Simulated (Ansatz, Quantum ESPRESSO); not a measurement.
**CaC2 (R-3m): zone-centre phonons**

Which modes does CaC2 (R-3m) have at the zone centre?

Calculated with Quantum ESPRESSO 7.5; DFT PBEsol, scalar-relativistic, plane waves, PseudoDojo norm-conserving pseudopotentials.

Most raw output is cut from this account.

### 1. Starting point

Symmetry: R-3m, No. 166, trigonal system. Conventional cell: a = 3.889 Å, b = 3.889 Å, c = 11.862 Å, α = 90.00°, β = 90.00°, γ = 120.00°. Ca has 6 C at 2.62 Å nearest. Nearest to C lie 1 C at 1.26 Å and 3 Ca at 2.62 Å. Farther neighbours are not listed.

### 2. A probe with smearing

Before anything dear is run, a loose run with smearing shows whether this is a metal and how far the cell is from rest.

The input, probe.in:

```
 &control
    calculation='scf',
    prefix='x',
    outdir='./tmp',
    pseudo_dir='./pseudo',
    tprnfor=.true.,
    tstress=.true.,
    verbosity='high',
 /
 &system
    ibrav=0,
    nat=3,
    ntyp=2,
    ecutwfc=74.0,
    occupations='smearing',
    smearing='gaussian',
    degauss=0.01,
 /
 &electrons
    conv_thr=1.0d-07,
    mixing_beta=0.7,
    electron_maxstep=100,
 /
ATOMIC_SPECIES
 Ca     40.0780  Ca.upf
 C      12.0110  C.upf
CELL_PARAMETERS angstrom
     1.944397980    1.122598700    3.953874780
    -1.944397980    1.122598700    3.953874780
     0.000000000   -2.245197400    3.953874780
ATOMIC_POSITIONS crystal
 Ca     0.000000000   0.000000000   0.000000000
 C      0.552915000   0.552915000   0.552915000
 C      0.447085000   0.447085000   0.447085000
K_POINTS automatic
 6 6 6 0 0 0
```

The run is started by

```sh
$ OMP_NUM_THREADS=1 mpirun -n 4 pw.x -nk 4 -in probe.in > probe.out
```

Wall time 8.4 s (4 MPI ranks of Intel Xeon 6975P-C (Granite Rapids), shared host).

Read from the output:

```
volume per atom   : 17.26 Å³
pressure          : -2.639 GPa
gap on the k-mesh : 2.585 eV
```

A gap of 2.6 eV opens on this mesh, so the crystal is taken as an insulator; the start stands at -2.6 GPa.

### 3. Relaxation

Frequencies change by per cents with a per cent of volume, so the structure is first brought to rest at this level of theory.

The input, relax.in:

```
 &control
    calculation='vc-relax',
    prefix='x',
    outdir='./tmp',
    pseudo_dir='./pseudo',
    tprnfor=.true.,
    tstress=.true.,
    forc_conv_thr=2.0d-05,
    etot_conv_thr=1.0d-07,
    nstep=40,
 /
 &system
    ibrav=0,
    nat=3,
    ntyp=2,
    ecutwfc=74.0,
    occupations='fixed',
    nbnd=11,
 /
 &electrons
    conv_thr=1.0d-11,
    mixing_beta=0.7,
    electron_maxstep=100,
 /
 &ions
 /
 &cell
    press_conv_thr=0.1,
 /
ATOMIC_SPECIES
 Ca     40.0780  Ca.upf
 C      12.0110  C.upf
CELL_PARAMETERS angstrom
     1.944397980    1.122598700    3.953874780
    -1.944397980    1.122598700    3.953874780
     0.000000000   -2.245197400    3.953874780
ATOMIC_POSITIONS crystal
 Ca     0.000000000   0.000000000   0.000000000
 C      0.552915000   0.552915000   0.552915000
 C      0.447085000   0.447085000   0.447085000
K_POINTS automatic
 6 6 6 0 0 0
```

The run is started by

```sh
$ OMP_NUM_THREADS=1 mpirun -n 4 pw.x -nk 4 -in relax.in > relax.out
```

It took 33 s on 4 MPI ranks; 2.2 min of CPU time.

Relaxation path:

```csv
step,energy less that of the first step (eV),largest force (eV/Å),pressure (GPa),volume (Å³)
1,0.0000,0.2040,-2.64,51.78
2,-0.0110,0.1653,-2.35,51.09
3,-0.0212,0.3591,-0.50,49.97
4,-0.0240,0.1306,0.04,49.07
5,-0.0242,0.0003,0.00,49.22
6,-0.0242,0.0002,0.00,49.22
7,-0.0211,0.0005,-0.09,49.22
```

```csv
"conventional cell, symmetrised",before,after,change
a (Å),3.889,3.820,-1.8 %
b (Å),3.889,3.820,-1.8 %
c (Å),11.862,11.686,-1.5 %
volume (Å³/atom),17.26,16.41,-5.0 %
```

The relaxed structure:

```
CELL_PARAMETERS angstrom
1.90983 1.10264 3.89528
-1.90983 1.10264 3.89528
0.00000 -2.20528 3.89528
ATOMIC_POSITIONS crystal
Ca 0.00000 0.00000 0.00000
C 0.55369 0.55369 0.55369
C 0.44631 0.44631 0.44631
```

The last row of the table of steps is pw.x's closing run on a basis chosen anew for the final cell, so its energy can jump.

Numbers from this step:

| Property | Result |
| --- | --- |
| volume per atom | 16.41 Å³ |
| pressure | -0.08667 GPa |
| gap on the k-mesh | 2.490 eV |

The volume changes by -5.0 % from the cell with which this run began.

### 4. Self-consistent run for the response

The response is built on this ground state, so it is converged far tighter than an energy would need. With a gap, occupations are fixed, which also allows the response to an electric field.

The input, scf.in:

```
 &control
    calculation='scf',
    prefix='x',
    outdir='./tmp',
    pseudo_dir='./pseudo',
    tprnfor=.true.,
    tstress=.true.,
 /
 &system
    ibrav=0,
    nat=3,
    ntyp=2,
    ecutwfc=74.0,
    occupations='fixed',
    nbnd=11,
 /
 &electrons
    conv_thr=1.0d-12,
    mixing_beta=0.7,
    electron_maxstep=100,
 /
ATOMIC_SPECIES
 Ca     40.0780  Ca.upf
 C      12.0110  C.upf
CELL_PARAMETERS angstrom
     1.909830515    1.102641162    3.895282102
    -1.909830515    1.102641162    3.895282102
     0.000000000   -2.205282324    3.895282102
ATOMIC_POSITIONS crystal
 Ca     0.000000000   0.000000000   0.000000000
 C      0.553689487   0.553689487   0.553689487
 C      0.446310513   0.446310513   0.446310513
K_POINTS automatic
 6 6 6 0 0 0
```

The run is started by

```sh
$ OMP_NUM_THREADS=1 mpirun -n 4 pw.x -nk 4 -in scf.in > scf.out
```

The job ended after 8.1 s (4 MPI ranks; 31 s of CPU time).

The cell stands at -0.087 GPa, close enough for phonons.

### 5. Zone-centre response

At q = 0 one unit cell holds all displacements; symmetry groups them into irreducible representations that are solved one by one. The response to a field gives ε∞ and the Born charges, which polar modes need.

The input, ph.in:

```
phonons
 &inputph
    prefix='x',
    outdir='./tmp',
    fildyn='g.dyn',
    tr2_ph=1.0d-18,
    epsil=.true.,
 /
0.000000000 0.000000000 0.000000000
```

The run is started by

```sh
$ OMP_NUM_THREADS=1 mpirun -n 4 ph.x -nk 4 -in ph.in > ph.out
```

It took 2.6 min on 4 MPI ranks; 11 min of CPU time.

Read from the output:

- miss of the charge sum rule: 4.50e-4 e
- largest acoustic frequency at the zone centre before the sum rule: -16 cm⁻¹
- highest optical zone-centre mode (no LO-TO term): 1906 cm⁻¹
- lowest optical zone-centre mode: 230.5 cm⁻¹
- mean high-frequency dielectric constant: 3.922
- largest Born charge in size (third of the trace): 2.368 e

Born charge (rows field, columns displacement), before the sum rule (e), principal values of the symmetric part by kind of site:

```csv
atom,atoms with these values,low,middle,high,mean
Ca1,1,2.32,2.32,2.46,2.37
C2,2,-1.23,-1.16,-1.16,-1.18
```

In full for Ca1:

```
2.32 0.00 0.00
0.00 2.32 0.00
0.00 0.00 2.46
```

High-frequency dielectric tensor:

```
3.50 0.00 0.00
0.00 3.50 0.00
0.00 0.00 4.76
```

The acoustic modes at Γ come out as far as 16.0 cm⁻¹ from zero, where they should vanish, a sizeable error of basis and grid or of the response kernel of this functional; the Born charges miss their sum rule by 4.5e-4 e, which is good.

### 6. Modes with the sum rule

A rigid shift of the crystal must cost nothing, but grids and finite bases break this; the acoustic sum rule is imposed before the matrix is diagonalised again. With Born charges the intensities follow, and the static dielectric tensor.

The input, dynmat.in:

```
 &input
    fildyn='g.dyn',
    asr='simple',
    fileig='dynmat.eig',
    lperm=.true.,
 /
```

The run is started by

```sh
$ dynmat.x -in dynmat.in > dynmat.out
```

Wall time 0.72 s (1 thread).

Read from the output:

| Quantity | Value |
| --- | --- |
| lowest optical zone-centre mode | 230.8 cm⁻¹ |
| mean static dielectric constant | 9.639 |

Unit eigenvectors of the mass-weighted matrix after the sum rule; no LO-TO term. The modes at Γ (shares of kinetic energy by element, %):

```csv
mode,frequency (cm⁻¹),symmetry,Ca %,C %
1,0.0,acoustic,63,37
2,0.0,acoustic,63,37
3,0.0,acoustic,63,37
4,230.8,A2u,37,63
5,249.6,Eg,0,100
6,249.6,Eg,0,100
7,273.7,Eu,37,63
8,273.7,Eu,37,63
9,1906.3,A1g,0,100
```

Displacements in mode 4 (230.8 cm⁻¹), the largest set to 1:
```
Ca1  0.00  0.00  0.60
C2   0.00  0.00 -1.00
C3   0.00  0.00 -1.00
```

Displacements in mode 8 (273.7 cm⁻¹), the largest set to 1:
```
Ca1  0.02  0.60  0.00
C2  -0.03 -1.00  0.00
C3  -0.03 -1.00  0.00
```

Degenerate modes summed, no LO-TO term. Infrared lines, with heights relative to the strongest:

```csv
position (cm⁻¹),lines merged,label,"IR intensity, relative"
231,1,A2u,56
250,2,Eg,0.0
274,2,Eu,100
1906,1,A1g,0.0
```

Static dielectric tensor (ions relaxed, fixed cell):

```
 8.29  0.00  0.00
 0.00  8.29  0.00
 0.00  0.00 12.34
```

The rule also moves an optical mode by 0.3 cm⁻¹.

### 7. Sum rules set otherwise: a sum rule for molecules or wires on a crystal

This rule also removes rotations, which suits molecules and not a crystal; it is tried to see the harm.

The input, dynmat.in:

```
 &input
    fildyn='g.dyn',
    asr='zero-dim',
    fileig='dynmat.eig',
    lperm=.true.,
 /
```

The run is started by

```sh
$ dynmat.x -in dynmat.in > dynmat.out
```

The job ended after 0.69 s (1 thread).

The program raised no error, yet the settings are not those of a careful run.

The fault: a sum rule for molecules or wires on a crystal; 2 optical modes are projected out to zero frequency, as if they were rotations, and the static dielectric tensor is spoilt.

For a crystal the rule has to be 'simple' or 'crystal'.

Zone-centre frequencies as printed; negative means imaginary. Modes:

```csv
mode,frequency (cm⁻¹)
1,0
2,0
3,0
4,0
5,0
6,229.8
7,252.7
8,252.7
9,1906
```

### 8. Sum rules set otherwise (asr no)

Without the rule the raw error of the acoustic modes shows.

The input, dynmat.in:

```
 &input
    fildyn='g.dyn',
    asr='no',
    fileig='dynmat.eig',
    lperm=.true.,
 /
```

The run is started by

```sh
$ dynmat.x -in dynmat.in > dynmat.out
```

Run time: 0.68 s. Hardware: 1 thread.

Numbers from this step:

```yaml
lowest_optical_zone_centre_mode: 230.5 cm⁻¹
mean_static_dielectric_constant: 9.653
```

Zone-centre frequencies as printed; negative means imaginary. Modes:

```csv
mode,frequency (cm⁻¹)
1,-16
2,-15.83
3,-15.83
4,230.5
5,249.6
6,249.6
7,273.4
8,273.4
9,1906
```

Against the first rule no mode moves by more than 16.1 cm⁻¹.

### 9. The LO-TO splitting (1 0 0)

A longitudinal polar mode sets up a macroscopic field that stiffens it; the term hangs on the direction from which q goes to zero.

The input, dynmat.in:

```
 &input
    fildyn='g.dyn',
    asr='simple',
    fileig='dynmat.eig',
    q(1)=1.0,
    q(2)=0.0,
    q(3)=0.0,
 /
```

The run is started by

```sh
$ dynmat.x -in dynmat.in > dynmat.out
```

Elapsed: 0.69 s, on 1 thread.

Read from the output:

```
highest mode moved by the LO-TO term : 420.8 cm⁻¹
```

Zone-centre frequencies as printed; negative means imaginary. Modes:

```csv
mode,frequency (cm⁻¹)
1,0
2,0
3,0
4,230.8
5,249.6
6,249.6
7,273.7
8,420.8
9,1906
```

The field moves one mode, from 274 to 421 cm⁻¹; the others stay.

### 10. Modes along a direction of q (0 0 1)

The input, dynmat.in:

```
 &input
    fildyn='g.dyn',
    asr='simple',
    fileig='dynmat.eig',
    q(1)=0.0,
    q(2)=0.0,
    q(3)=1.0,
 /
```

The run is started by

```sh
$ dynmat.x -in dynmat.in > dynmat.out
```

The job ended after 0.67 s (1 thread).

Numbers from this step:

| Property | Result |
| --- | --- |
| highest mode moved by the LO-TO term | 371.8 cm⁻¹ |

Zone-centre frequencies as printed; negative means imaginary. Modes:

```csv
mode,frequency (cm⁻¹)
1,0
2,0
3,0
4,249.6
5,249.6
6,273.7
7,273.7
8,371.8
9,1906
```

The field moves one mode, from 231 to 372 cm⁻¹; the others stay.

### 11. The LO-TO splitting (1 1 1)

The input, dynmat.in:

```
 &input
    fildyn='g.dyn',
    asr='simple',
    fileig='dynmat.eig',
    q(1)=1.0,
    q(2)=1.0,
    q(3)=1.0,
 /
```

The run is started by

```sh
$ dynmat.x -in dynmat.in > dynmat.out
```

The job ended after 0.7 s (1 thread).

Numbers from this step:

```yaml
highest_mode_moved_by_the_lo_to_term: 404.2 cm⁻¹
```

Zone-centre frequencies as printed; negative means imaginary. Modes:

```csv
mode,frequency (cm⁻¹)
1,0
2,0
3,0
4,245
5,249.6
6,249.6
7,273.7
8,404.2
9,1906
```

The field moves 2 modes; the highest of them now lies at 404 cm⁻¹, where the highest that moved away lay at 274.

### 12. A second program

A second program on the same cell, potentials, cutoff and meshes tests the implementation of the phonon response, not its convergence. Its field response is summed in its own way. Its k mesh is centred on Γ.

This step: DFT PBEsol, scalar-relativistic, plane waves, PseudoDojo norm-conserving pseudopotentials (Ansatz 0.2.0).

The input, input.yaml:

```yaml
crystal:
  lattice:
    - [1.9098305152, 1.1026411619, 3.895282102]
    - [-1.9098305152, 1.1026411619, 3.895282102]
    - [0.0, -2.2052823243, 3.8952821019]
  atoms:
    - { symbol: Ca, position: [0.0, 0.0, 0.0] }
    - { symbol: C, position: [0.5536894868, 0.5536894868, 0.5536894868] }
    - { symbol: C, position: [0.4463105132, 0.4463105132, 0.4463105132] }
kpoints:
  mp_grid: { grid: [6, 6, 6] }
hamiltonian:
  xc: pbesol
  pseudopotentials: { kind: nc, accuracy: standard }
scf:
  occupations: { method: fixed }
output:
  eigenvalues: true
basis:
  ecutwfc: 1006.821
phonons:
  method: dfpt
  dielectric: true
  rigid_motions: translations
  raman: true
```

The run is started by

```sh
$ ansatz run input.yaml --threads 4 --pin off --max-ram 8192MiB --backend cpu --events-out ev --progress --plain --runs-dir out
```

Elapsed: 63 s, on 4 threads; peak memory 1.3 GiB; 3.9 min of CPU time.

Read from the output:

| Property | Result |
| --- | --- |
| sum-rule residual before enforcement | 1.56e-4 eV/Å² |
| miss of the charge sum rule | 2.01e-4 e |
| estimated error of the dielectric tensor | 0.01324 |
| estimated error of the Born charges | 0.01066 e |
| lowest optical zone-centre mode | 230.8 cm⁻¹ |
| mean high-frequency dielectric constant | 3.920 |
| largest Born charge in size (third of the trace) | 2.367 e |
| mean static dielectric constant | 9.633 |
| highest mode moved by the LO-TO term | 420.8 cm⁻¹ |

Transverse modes. Infrared lines, with heights relative to the strongest:

```csv
position (cm⁻¹),label,"IR intensity ((D/Å)²/amu), degenerate modes summed, relative"
231,A2u,56
250,Eg,0.0
274,Eu,100
1906,A1g,0.0
```

Activity x (w_L - w)^4 (n + 1)/w, 532 nm, 300 K. Raman lines, with heights relative to the strongest:

```csv
position (cm⁻¹),label,"Stokes intensity, strongest 100"
231,A2u,0.0
250,Eg,55
274,Eu,0.0
1906,A1g,100
```

### 13. Side by side: QE PseudoDojo and Ansatz, PseudoDojo

Numbers from this step:

| Property | Result |
| --- | --- |
| root-mean-square difference | 0.03 cm⁻¹ |
| largest difference | 0.04 cm⁻¹ |

Frequencies side by side, by row:

```csv
q (reciprocal lattice),mode,QE PseudoDojo (cm⁻¹),"Ansatz, PseudoDojo (cm⁻¹)"
0 0 0,1,0,0
0 0 0,2,0,0
0 0 0,3,0,0
0 0 0,4,230.8,230.8
0 0 0,5,249.6,249.5
0 0 0,6,249.6,249.5
0 0 0,7,273.7,273.7
0 0 0,8,273.7,273.7
0 0 0,9,1906,1906
```

The two runs side by side. Further quantities:

```csv
quantity,QE PseudoDojo,"Ansatz, PseudoDojo"
mean ε∞,3.922,3.92
"largest Born charge in size (e; the first before, the second after the charge sum rule)",2.368,2.367
```

At the zone centre the largest difference (acoustic modes at Γ apart) is 0.002 % of the highest mode.

### 14. What came out

```json
{
  "space group after relaxation": "R-3m",
  "volume per atom": "16.4 Å³",
  "gap on the k-mesh": "2.49 eV",
  "highest optical zone-centre mode (no LO-TO term)": "1906 cm⁻¹",
  "lowest optical zone-centre mode": "230.8 cm⁻¹",
  "highest mode moved by the LO-TO term": "420.8 cm⁻¹",
  "mean high-frequency dielectric constant": "3.92",
  "largest Born charge in size (third of the trace)": "2.37 e",
  "mean static dielectric constant": "9.64",
  "imaginary optical modes at the zone centre (no q mesh in this session)": "none",
  "largest difference from Ansatz, PseudoDojo": "0.04 cm⁻¹"
}
```

At the PBEsol level the optical modes of CaC2 (R-3m) at the zone centre (no LO-TO term) run from 231 to 1906 cm⁻¹. Along the directions run, the highest mode that the macroscopic field moves lies at 421 cm⁻¹. Lattice motion raises the mean dielectric constant from 3.922 to 9.639. Of the 6 optical modes, 3 are infrared active alone and 3 are Raman active alone; inversion symmetry keeps the two sets apart. QE PseudoDojo and Ansatz, PseudoDojo agree to 0.04 cm⁻¹ (0.002 % of the highest mode compared) on all solved modes but the acoustic ones at Γ, without the LO-TO term. These are harmonic frequencies at zero temperature: anharmonic shifts and linewidths and thermal expansion are left out. The relaxation ran at 74 Ry, under the 82 Ry recommended for these files; the stress of so short a basis can leave the cell about one per cent too small. Ansatz warns that the cutoff lies 10 % under the one recommended for these files; agreement at one cutoff is not convergence. The structure comes from a database and need not be the phase that is stable at ambient conditions.

[Host names and launcher messages were left out of these logs when they were recorded.]

[Logs are printed without paths, hosts, clocks, repeated set-up lines and the standing remarks that a program may print on its own settings, such as how far it seeks lower states.]

[Hosts, paths, dates, database ids (printed as entryN), source tags and the programs' standing remarks are cut or masked in the printed files.]
